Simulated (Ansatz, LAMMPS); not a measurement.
# Squeezing and shearing amorphous 30In2O3-33ZnO-37SnO2 (mol %) (98 atoms), part 3 of 3

Aim: relax amorphous 30In2O3-33ZnO-37SnO2 (mol %) (98 atoms), then change its volume and shape to read moduli from the stress.

Ansatz 0.2.0; Kohn-Sham DFT, PBE, PAW (set soft_1), plane waves.

The cell: 18 In, 10 Zn, 11 Sn and 59 O. The quench rate of 100 K/ps far exceeds what a furnace or splat quench reaches. The starting topology of bonds comes from the classical model. Sampling is at Γ alone.

So far. Step 10 (Stretched by 1 % along x): The relaxation converged after 3 steps, 0.0303 eV below its start, with a largest force component of 0.046 eV/Å. Step 10 (Stretched by 1 % along x): Stretched by 1 % along x: the energy stands 0.0786 eV above that of the reference, at a pressure of -1.10 GPa.

## Step 11: Compressed by 1 % along x

The relaxed cell is strained along x alone, which gives the stiffness along x and its coupling to y and z.

Input file input.yaml:

```yaml
crystal:
  lattice:
    - [11.06229, 0.02599, 0.17261]
    - [0.02573, 10.76595, -0.00427]
    - [0.17088, -0.00427, 10.95075]
  atoms:
    [... the 98 atom lines of step 4 ...]
kpoints:
  mp_grid: { grid: [1, 1, 1] }
hamiltonian:
  xc: pbe
  pseudopotentials: { kind: paw, azcp: { folder: soft_1 } }
scf:
  occupations: { method: gaussian, width: 0.05 }
output:
  forces: true
  eigenvalues: true
  stress: true
relax:
  f_tol: 0.05
  max_steps: 70
```

Launch:

```
ansatz run input.yaml --threads 4 --pin off --max-ram 8192MiB --backend cpu --events-out ev --progress --plain --runs-dir out
```

Numbers of over 12 decimals in the logs are rounded to 6 here.

The log of the run:

```text
[...]
Crystal: 98 atoms, lattice volume = 1303.866 Å³
Basis set: ecut = 420 eV, 25499 PW (Γ), exchange–correlation on 150×144×150 points (8 copies of the dense FFT grid, shifted against one another)
Bands: 529, of which v1, the nominal top of the filled ones, is band 431 counted from 1 (430 counted from 0)
Symmetry: 1 space group operations
[...]
k-points: 1
[...]
SCF iter   1: F=—  HF=-233709.144603 eV  |F-HF|=—  |Δ(HF+E_count)|=         —  Δρ=7.70e-2  dr2=6.79e1  ethr=3.10e-3  ⟨swp⟩=6.0  Hψ=2165  notcnv=0  defer=18
[...]
SCF iter   9: F=—  HF=-233690.830375 eV  |F-HF|=—  |Δ(HF+E_count)|=   7.92e-4  Δρ=1.58e-4  dr2=2.65e-4  ethr=1.61e-7  ⟨swp⟩=2.0  Hψ=810  notcnv=0  defer=91
SCF iter  10: F=-233690.830405 eV  HF=-233690.830389 eV  |F-HF|=1.61e-5  |Δ(HF+E_count)|=   1.33e-5  Δρ=5.23e-5  dr2=3.14e-5  ethr=7.25e-9  ⟨swp⟩=11.0  Hψ=3226  notcnv=0
SCF 1 converged in 10 iterations: F = -233690.830405 eV  dr2 = 3.14e-5
[...]
relax step   1: F+E_penalty+E_count = -233690.83040482 eV  Δ(F+E_penalty+E_count) = +0.000e0 eV  max|allowed force component| = 1.337e-1 eV/Å  Δτ_max = 0.0000 Å  (10 SCF iters, dr2 threshold 6.25e-5 eV, accepted)
[...]
relax step   2: F+E_penalty+E_count = -233690.85471652 eV  Δ(F+E_penalty+E_count) = -2.431e-2 eV  max|allowed force component| = 9.128e-2 eV/Å  Δτ_max = 0.0208 Å  (9 SCF iters, accepted)
[...]
relax step   3: F+E_penalty+E_count = -233690.86487533 eV  Δ(F+E_penalty+E_count) = -1.016e-2 eV  max|allowed force component| = 5.165e-2 eV/Å  Δτ_max = 0.0208 Å  (8 SCF iters, accepted)
relax step   4: F+E_penalty+E_count = -233690.83764513 eV  Δ(F+E_penalty+E_count) = +2.723e-2 eV  max|allowed force component| = 2.117e-1 eV/Å  Δτ_max = 0.1056 Å  (11 SCF iters, rejected (line search))
relax step   5: F+E_penalty+E_count = -233690.87104124 eV  Δ(F+E_penalty+E_count) = -6.166e-3 eV  max|allowed force component| = 5.817e-2 eV/Å  Δτ_max = 0.0406 Å  (11 SCF iters, accepted)
[...]
relax step   6: F+E_penalty+E_count = -233690.87472722 eV  Δ(F+E_penalty+E_count) = -3.686e-3 eV  max|allowed force component| = 1.522e-2 eV/Å  Δτ_max = 0.0328 Å  (9 SCF iters, accepted)
SCF converged after 9 iterations
Free energy (F): -233690.874727 eV
[...]
Internal energy: -233690.874727 eV  (E = F + TS)
E sigma→0 (E₀):  -233690.874727 eV
Fermi energy:    8.238508 eV
[...]
Σ components = -233690.874727   (vs F -233690.874727, Δ=0.00e0)
--- Forces (eV/Å), atoms counted from 1 ---
  atom   1  In    -0.00477873     0.00101639     0.00798228
  atom   2  In    -0.00323468    -0.00469662    -0.00472914
  atom   3  In     0.00236709     0.00162796    -0.00332952
  atom   4  In    -0.00126128    -0.00859988     0.00654596
[...]
atom  98  O      0.01062321     0.00332362     0.00517219
  max |Σ_I F_I| component: 6.98e-5 eV/Å
--- Stress (GPa, compression-positive) ---
        1.708490      -0.077229      -0.083588
       -0.077229       0.621193      -0.041915
       -0.083588      -0.041915       0.581325
  P = ⅓ Tr σ = 0.9703 GPa (9.703 kbar)
--- Band table (eV) ---
[...]
--- Relaxed structure (6 steps of the walk, 5 accepted, 0 SCFs on fresh bases) ---
  F+E_penalty+E_count = -233690.87472722 eV   max|allowed force component| = 1.522e-2 eV/Å
  atoms:
    - { symbol: In, position: [0.180546, 0.996566, 0.198485] }
    - { symbol: In, position: [0.249720, 0.092726, 0.861110] }
    - { symbol: In, position: [0.707962, 0.185254, 0.530261] }
    - { symbol: In, position: [0.770961, 0.296815, 0.00959126] }
[...]
- { symbol: O, position: [0.755877, 0.689786, 0.194743] }
```

Run time: 2.5 min. Hardware: 4 threads of Arm Neoverse V2, shared host; peak memory 2.1 GiB.

The relaxation converged after 6 steps, 0.0443 eV below its start, with a largest force component of 0.015 eV/Å.

Compressed by 1 % along x: the energy stands 0.0701 eV above that of the reference, at a pressure of 0.970 GPa.

## Step 12: Pressure against volume

Atoms are relaxed at each volume, in the scaled cell.

```tsv
volume change (%)	volume (Å³/atom)	energy change (meV/atom)	pressure (GPa)	largest move on relaxing (Å)	bonds	gap (eV)
-10	12.095	46.66	12.60	0.66	216	0.817
-6	12.633	14.77	6.58	0.64	213	0.694
-3	13.036	3.68	2.98	0.23	213	0.555
+0	13.439	0.00	0.00	-	211	0.435
+3	13.842	1.51	-1.91	0.92	207	0.467
+6	14.245	9.16	-4.11	0.97	204	0.450
```

## Step 13: Uniaxial strain and shear

Stress (GPa, compression positive) less that of the relaxed cell, atoms relaxed:

```tsv
strain	xx	yy	zz	xy	energy change (meV/atom)
stretched by 1 % along x	-1.928	-0.729	-0.649	0.037	0.80
compressed by 1 % along x	1.702	0.627	0.574	-0.077	0.71
```

## Step 14: Outcome

The bulk modulus, from the slope of pressure against ln V over the three points nearest the relaxed volume, is 81.6 GPa; between neighbouring points the slope runs 138, 115, 98, 65 and 77 GPa from the smallest volume up, without a steady fall, so no pressure derivative is given. The count of bonds runs from 204 to 216 over the series, so at some points contacts cross the cutoffs. At -10 %, -6 %, +3 % and +6 % some atom moved by over 0.5 Å on relaxing, so those points may sit in another local minimum. The curvature of the energy over the same three points gives 68.8 GPa instead, so stress and energy disagree and the modulus is uncertain by that much. The gap goes from 0.817 eV at the smallest volume to 0.450 eV at the largest, -2.4 eV per unit of ln V by a straight line, not monotonically (lowest 0.435, highest 0.817 eV), on the run's k-points. In the Cartesian axes of the cell, finite differences give C11 = 181, C12 = 67.8 and C13 = 61.2 GPa. The mean of C11, C12 and C13, which equals the bulk modulus in a cubic or isotropic solid, is 103 GPa: it lies 27 % over the bulk modulus from the volumes.

**Limits.** Strains are finite and relaxations stop at the force tolerance of the input, which can leave moduli too stiff; they are those of a static cell at zero temperature. Volumes are changed with the cell's shape held, so in an anisotropic solid the modulus lies over the one under free hydrostatic load. The program notes that the SCF threshold of the relaxations is loose for the stress.

The DFT runs together took 28 min of wall time.

[Logs are printed without paths, hosts, clocks, repeated set-up lines and the standing remarks that a program may print on its own settings, such as how far it seeks lower states.]

[Hosts, paths, dates, database ids (printed as entryN), source tags and the programs' standing remarks are cut or masked in the printed files.]
